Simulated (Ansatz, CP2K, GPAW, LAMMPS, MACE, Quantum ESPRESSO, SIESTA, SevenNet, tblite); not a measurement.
# Running amorphous Si0.9Ge0.1 (94 atoms) with CP2K, part 3 of 4

Wanted: CP2K inputs and outputs for amorphous Si0.9Ge0.1 (94 atoms), checked against a plane-wave reference.

Program: CP2K 2026.2; the method stands at each step. Banners and routine set-up lines are dropped from the logs; longer cuts are marked.

So far. Step 6 (PBE, DZVP-MOLOPT-SR, 244/50 Ry, diagonalisation): Against the first run (4.3 %), the force difference from the reference is 4.3 %, at 0.93 times the CPU time: the change moves forces by under 0.01 meV/Å r.m.s., so most of the difference comes from elsewhere. Step 7 (PBE+D3, DZVP-MOLOPT-SR, 350/50 Ry, diagonalisation): Against the first run (4.3 %), the force difference from the reference is 4.6 %, at 0.99 times the CPU time; the model has changed, so this is no error of the program alone.

## Step 8: PBE, DZVP-MOLOPT-SR, 350/20 Ry, diagonalisation

Method: Kohn-Sham DFT, PBE, GTH-PBE pseudopotentials, Gaussian and plane waves, DZVP-MOLOPT-SR-GTH, diagonalisation.

input.inp

```
&GLOBAL
  PROJECT cell
  RUN_TYPE ENERGY_FORCE
  PRINT_LEVEL LOW
&END GLOBAL
&FORCE_EVAL
  METHOD QS
  STRESS_TENSOR ANALYTICAL
  &DFT
    BASIS_SET_FILE_NAME BASIS_MOLOPT
    POTENTIAL_FILE_NAME GTH_POTENTIALS
    &MGRID
      CUTOFF 350
      REL_CUTOFF 20
    &END MGRID
    &QS
      EPS_DEFAULT 1.0E-12
    &END QS
    &SCF
      SCF_GUESS ATOMIC
      EPS_SCF 1.0E-06
      MAX_SCF 200
      ADDED_MOS 42
      &DIAGONALIZATION
        ALGORITHM STANDARD
      &END DIAGONALIZATION
      &SMEAR ON
        METHOD FERMI_DIRAC
        ELECTRONIC_TEMPERATURE [K] 580
      &END SMEAR
      &MIXING
        METHOD BROYDEN_MIXING
        ALPHA 0.15
        NBROYDEN 8
      &END MIXING
      &PRINT
        &RESTART OFF
        &END RESTART
      &END PRINT
    &END SCF
    &XC
      &XC_FUNCTIONAL PBE
      &END XC_FUNCTIONAL
    &END XC
    &PRINT
      &MULLIKEN ON
      &END MULLIKEN
      &LOWDIN ON
      &END LOWDIN
      &MO ON
        EIGENVALUES T
        OCCUPATION_NUMBERS T
        MO_INDEX_RANGE 177 200
        &EACH
          QS_SCF 0
        &END EACH
        ADD_LAST NUMERIC
      &END MO
    &END PRINT
  &END DFT
  &SUBSYS
    &CELL
      A 12.40220 0.00000 0.00000
      B 0.00000 12.40220 0.00000
      C 0.00000 0.00000 12.40220
    &END CELL
    &COORD
[... 94 atom lines left out: the same atoms as in the first run ...]
    &END COORD
    &KIND Si
      BASIS_SET DZVP-MOLOPT-SR-GTH-q4
      POTENTIAL GTH-PBE-q4
    &END KIND
    &KIND Ge
      BASIS_SET DZVP-MOLOPT-SR-GTH-q4
      POTENTIAL GTH-PBE-q4
    &END KIND
  &END SUBSYS
  &PRINT
    &FORCES ON
    &END FORCES
    &STRESS_TENSOR ON
    &END STRESS_TENSOR
  &END PRINT
&END FORCE_EVAL
```

Run with:

```bash
$ OMP_NUM_THREADS=2 cp2k.psmp -i input.inp > output.txt
```

The program printed:

```text
CP2K| version string:                                       CP2K version 2026.2
 CP2K| Input file name                                                 input.inp
 GLOBAL| Basis set file name                                        BASIS_MOLOPT
 GLOBAL| Potential file name                                      GTH_POTENTIALS
 GLOBAL| Run type                                                   ENERGY_FORCE
 GLOBAL| Total number of message passing processes                             1
 GLOBAL| Number of threads for this process                                    2
[... lines left out ...]
                        Smear method:                                FERMI_DIRAC
[... lines left out ...]
 Number of electrons:                                                        376
[... lines left out ...]
  Step     Update method      Time    Convergence         Total energy    Change
[... lines left out ...]
  *** SCF run converged in    19 steps ***
[... lines left out ...]
  Fermi energy:                                                 0.192253
  Total energy:                                              -368.893578
  Total energy (extrapolated to T->0):                       -368.889172
[... lines left out ...]
 MO| E(Fermi):            0.192253 a.u.          5.231468 eV
[... lines left out ...]
      93     Ge       2          3.483794                              0.516206
      94     Ge       2          3.489470                              0.510530
 # Total charge                            376.000000                  0.000000
 ENERGY| Total FORCE_EVAL ( QS ) energy [hartree]           -368.893584
 FORCES| Atomic forces [hartree/bohr]
 FORCES|   Atom     x               y               z               |f|
 FORCES|      1 -4.04117510E-03 -1.59956258E-02  5.78883035E-03   1.74843272E-02
 FORCES|      2  3.28614867E-04  3.95524743E-03  4.80887756E-03   6.23516426E-03
 FORCES|      3 -6.65378484E-03  1.38811139E-02 -3.91812857E-02   4.20966902E-02
[...]
FORCES|     93 -1.06138621E-02 -6.10275701E-03 -5.31347168E-03   1.33465611E-02
 FORCES|     94  3.53580356E-02  8.30499026E-03  1.61878891E-02   3.97644477E-02
 FORCES| Sum    -4.72285035E-03  1.40294827E-03 -1.14297429E-03
 FORCES| Total atomic force                                       5.05766443E-03
 STRESS| Analytical stress tensor [bar]
 STRESS|                        x                   y                   z
 STRESS|      x        2.94104571673E+04   8.48037961430E+03  -6.80468883771E+03
 STRESS|      y        8.48037961430E+03   1.23190749213E+04   1.67148740510E+04
 STRESS|      z       -6.80468883771E+03   1.67148740510E+04   1.39358559971E+04
 STRESS| 1/3 Trace                                             1.85551293619E+04
```

The job ended after 83 s (2 threads of Arm Neoverse V2, shared host; peak memory 2.2 GiB).

Compared with the plane-wave run:

```
r.m.s. force component                          : 0.7632 eV/Å
r.m.s. difference of force components           : 37.03 meV/Å
longest difference of force vectors             : 151.8 meV/Å
force difference over r.m.s. force              : 4.917 %
slope of forces against the reference's         : 1.012
correlation of force components                 : 0.9989
pressure                                        : 1.855 GPa
pressure difference                             : 0.1135 GPa
energy less the same-level run's                : -1.778 meV/atom
r.m.s. force difference from the same-level run : 17.27 meV/Å
```

This is a coarse setting, run to see what it loses.

Against the first run (4.3 %), the force difference from the reference is 4.9 %, at 0.66 times the CPU time: the grid matters here.

## Step 9: PBE, DZVP-UZH, 350/50 Ry, diagonalisation

Method: Kohn-Sham DFT, PBE, GTH-PBE pseudopotentials, Gaussian and plane waves, DZVP-MOLOPT (UZH set), diagonalisation.

input.inp, as its differences from that of step 8:

```diff
@@ -9,7 +9,7 @@
   &DFT
-    BASIS_SET_FILE_NAME BASIS_MOLOPT
-    POTENTIAL_FILE_NAME GTH_POTENTIALS
+    BASIS_SET_FILE_NAME BASIS_MOLOPT_UZH
+    POTENTIAL_FILE_NAME POTENTIAL_UZH
     &MGRID
       CUTOFF 350
-      REL_CUTOFF 20
+      REL_CUTOFF 50
     &END MGRID
@@ -66,7 +66,8 @@
     &END CELL
-    &COORD
-[... 94 atom lines left out: the same atoms as in the first run ...]
-    &END COORD
+    &TOPOLOGY
+      COORD_FILE_NAME structure.xyz
+      COORD_FILE_FORMAT XYZ
+    &END TOPOLOGY
     &KIND Si
-      BASIS_SET DZVP-MOLOPT-SR-GTH-q4
+      BASIS_SET DZVP-MOLOPT-PBE-GTH-q4
       POTENTIAL GTH-PBE-q4
@@ -74,3 +75,3 @@
     &KIND Ge
-      BASIS_SET DZVP-MOLOPT-SR-GTH-q4
+      BASIS_SET DZVP-MOLOPT-PBE-GTH-q4
       POTENTIAL GTH-PBE-q4
```

structure.xyz

```xyz
94

Si 4.42759 6.89203 2.36907
Si 12.19248 10.92175 10.40941
Si 7.27587 9.67967 10.81472
Si 0.09240 9.75061 4.98296
Si 3.77362 9.71551 4.45140
Si 2.89914 5.09408 12.01476
Si 1.51307 9.17118 1.68732
Si 9.82329 5.74135 6.88496
Si 2.86850 2.71187 6.62885
Si 2.54791 7.90938 3.51875
Si 0.45628 2.09758 2.36187
Si 3.23908 12.27136 11.03883
Si 0.86791 0.47240 11.34739
Si 11.04056 3.88164 11.50664
Si 2.70331 4.53796 8.42246
Si 5.10859 9.54721 9.59112
Si 11.81297 4.38182 4.74979
Si 6.92130 8.93901 7.32437
Si 0.48505 0.15155 1.14088
Si 4.96534 2.32157 8.12357
[... 70 atom lines left out ...]
Ge 4.32800 2.01809 10.40470
Ge 11.02977 3.44198 1.58823
Ge 10.35522 9.36614 5.87133
Ge 7.13040 9.25613 0.69589
```

Run with:

```bash
$ OMP_NUM_THREADS=1 mpirun -np 4 cp2k.psmp -i input.inp > output.txt
```

The program printed:

```text
CP2K| version string:                                       CP2K version 2026.2
 CP2K| Input file name                                                 input.inp
 GLOBAL| Basis set file name                                    BASIS_MOLOPT_UZH
 GLOBAL| Potential file name                                       POTENTIAL_UZH
[... lines left out ...]
 Number of electrons:                                                        376
[... lines left out ...]
  Step     Update method      Time    Convergence         Total energy    Change
[... lines left out ...]
  *** SCF run converged in    19 steps ***
[... lines left out ...]
  Fermi energy:                                                 0.195356
  Total energy:                                              -368.753349
  Total energy (extrapolated to T->0):                       -368.748921
[... lines left out ...]
 MO| E(Fermi):            0.195356 a.u.          5.315918 eV
[... lines left out ...]
 ENERGY| Total FORCE_EVAL ( QS ) energy [hartree]           -368.753341
[... lines left out ...]
 FORCES|      1 -3.62204517E-03 -1.57789144E-02  6.13808385E-03   1.73138506E-02
 FORCES|      2  3.68151789E-04  3.91232756E-03  4.44035420E-03   5.92946778E-03
 FORCES|      3 -5.80910926E-03  1.35801184E-02 -3.90661914E-02   4.17652089E-02
[...]
FORCES|     93 -1.01644699E-02 -6.51554689E-03 -4.55999515E-03   1.29059039E-02
 FORCES|     94  3.50161163E-02  7.86723636E-03  1.59342225E-02   3.92673052E-02
 FORCES| Sum    -6.98398655E-07  5.26586326E-07  6.48304055E-07
 FORCES| Total atomic force                                       1.08873871E-06
 STRESS| Analytical stress tensor [bar]
 STRESS|                        x                   y                   z
 STRESS|      x        2.78001337629E+04   8.32990595172E+03  -7.14106373332E+03
 STRESS|      y        8.32990595172E+03   1.03972747576E+04   1.66646975945E+04
 STRESS|      z       -7.14106373332E+03   1.66646975945E+04   1.14470882142E+04
 STRESS| 1/3 Trace                                             1.65481655782E+04
```

The job ended after 1.8 min (4 MPI ranks; peak memory 3.7 GiB; 7.1 min of CPU time).

Numbers from this run, and their distance from the reference:

| Quantity | Value |
| --- | --- |
| r.m.s. force component | 0.7644 eV/Å |
| r.m.s. difference of force components | 40.95 meV/Å |
| longest difference of force vectors | 134.6 meV/Å |
| force difference over r.m.s. force | 5.437 % |
| slope of forces against the reference's | 1.014 |
| correlation of force components | 0.9987 |
| pressure | 1.655 GPa |
| pressure difference | -0.0872 GPa |

Against the first run (4.3 %), the force difference from the reference is 5.4 %, at 1.9 times the CPU time (on 4 against 2 cores), with 1222 basis functions against 1222.

## Step 10: PBE, DZVP-MOLOPT-SR, 175/50 Ry, diagonalisation

Method: Kohn-Sham DFT, PBE, GTH-PBE pseudopotentials, Gaussian and plane waves, DZVP-MOLOPT-SR-GTH, diagonalisation.

input.inp, as its differences from that of step 9:

```diff
@@ -9,6 +9,6 @@
   &DFT
-    BASIS_SET_FILE_NAME BASIS_MOLOPT_UZH
-    POTENTIAL_FILE_NAME POTENTIAL_UZH
+    BASIS_SET_FILE_NAME BASIS_MOLOPT
+    POTENTIAL_FILE_NAME GTH_POTENTIALS
     &MGRID
-      CUTOFF 350
+      CUTOFF 175
       REL_CUTOFF 50
@@ -66,8 +66,7 @@
     &END CELL
-    &TOPOLOGY
-      COORD_FILE_NAME structure.xyz
-      COORD_FILE_FORMAT XYZ
-    &END TOPOLOGY
+    &COORD
+[... 94 atom lines left out: the same atoms as in the first run ...]
+    &END COORD
     &KIND Si
-      BASIS_SET DZVP-MOLOPT-PBE-GTH-q4
+      BASIS_SET DZVP-MOLOPT-SR-GTH-q4
       POTENTIAL GTH-PBE-q4
@@ -75,3 +74,3 @@
     &KIND Ge
-      BASIS_SET DZVP-MOLOPT-PBE-GTH-q4
+      BASIS_SET DZVP-MOLOPT-SR-GTH-q4
       POTENTIAL GTH-PBE-q4
```

Run with:

```bash
$ OMP_NUM_THREADS=2 cp2k.psmp -i input.inp > output.txt
```

The program printed:

```text
CP2K| version string:                                       CP2K version 2026.2
 CP2K| Input file name                                                 input.inp
 GLOBAL| Basis set file name                                        BASIS_MOLOPT
 GLOBAL| Potential file name                                      GTH_POTENTIALS
 GLOBAL| Run type                                                   ENERGY_FORCE
 GLOBAL| Total number of message passing processes                             1
 GLOBAL| Number of threads for this process                                    2
 TOTAL NUMBERS AND MAXIMUM NUMBERS
  Total number of            - Atomic kinds:                                   2
                             - Atoms:                                         94
[... lines left out ...]
                        Smear method:                                FERMI_DIRAC
[... lines left out ...]
 Number of electrons:                                                        376
[... lines left out ...]
  Step     Update method      Time    Convergence         Total energy    Change
[... lines left out ...]
  *** SCF run converged in    19 steps ***
[... lines left out ...]
  Fermi energy:                                                 0.192273
  Total energy:                                              -368.887434
  Total energy (extrapolated to T->0):                       -368.883029
[... lines left out ...]
 MO| E(Fermi):            0.192273 a.u.          5.232010 eV
[... lines left out ...]
       1     Si       1          3.973788                              0.026212
       2     Si       1          3.952153                              0.047847
       3     Si       1          4.081900                             -0.081900
[...]
# Total charge                            376.000000                  0.000000
 !-----------------------------------------------------------------------------!
 LOWDIN POPULATION ANALYSIS
 #  Atom  Element  Kind  Atomic population                           Net charge
[...]
93     Ge       2          3.484344                              0.515656
      94     Ge       2          3.490077                              0.509923
 # Total charge                            376.000000                  0.000000
 ENERGY| Total FORCE_EVAL ( QS ) energy [hartree]           -368.887441
 FORCES| Atomic forces [hartree/bohr]
 FORCES|   Atom     x               y               z               |f|
 FORCES|      1 -3.56967389E-03 -1.61261659E-02  5.33749682E-03   1.73575537E-02
 FORCES|      2  4.64600073E-04  4.53215681E-03  5.09670519E-03   6.83613213E-03
 FORCES|      3 -6.23137986E-03  1.35023583E-02 -3.88962586E-02   4.16420785E-02
[...]
FORCES|     93 -1.03496777E-02 -6.36339774E-03 -4.83827844E-03   1.30773697E-02
 FORCES|     94  3.52598352E-02  8.13259423E-03  1.59618367E-02   3.95496561E-02
 FORCES| Sum     1.90704346E-06 -8.23304566E-06 -5.18047567E-06
 FORCES| Total atomic force                                       9.91247617E-06
 STRESS| Analytical stress tensor [bar]
 STRESS|                        x                   y                   z
 STRESS|      x        2.88690784250E+04   8.47128920208E+03  -6.82714068585E+03
 STRESS|      y        8.47128920208E+03   1.15882098353E+04   1.67217537169E+04
 STRESS|      z       -6.82714068585E+03   1.67217537169E+04   1.31189842889E+04
 STRESS| 1/3 Trace                                             1.78587575164E+04
```

It took 1.9 min on 2 threads; peak memory 1.1 GiB; 3.6 min of CPU time.

Against the reference:

```
r.m.s. force component                          : 0.7636 eV/Å
r.m.s. difference of force components           : 32.35 meV/Å
longest difference of force vectors             : 126 meV/Å
force difference over r.m.s. force              : 4.296 %
slope of forces against the reference's         : 1.013
correlation of force components                 : 0.9992
pressure                                        : 1.786 GPa
pressure difference                             : 0.0439 GPa
energy less the same-level run's                : 0.0007 meV/atom
r.m.s. force difference from the same-level run : 0.067 meV/Å
```

This is a coarse setting, run to see what it loses.

Against the first run (4.3 %), the force difference from the reference is 4.3 %, at 0.98 times the CPU time: the change moves forces by 0.067 meV/Å r.m.s., so most of the difference comes from elsewhere.

[end of part 3 of 4]

[Long decimals in the printed logs are rounded to 6 places.]

[Also dropped from logs without a mark: lines with file paths, logging warnings of Python, QE's lines on negative density and diagonalisation, SIESTA's first energy breakdown, zero terms and Voronoi charges.]

[Logs are printed without paths, hosts, clocks, repeated set-up lines and the standing remarks that a program may print on its own settings, such as how far it seeks lower states.]

[Hosts, paths, dates, database ids (printed as entryN), source tags and the programs' standing remarks are cut or masked in the printed files.]

[Most failed runs of this program on this cell are left out, timed-out ones always.]
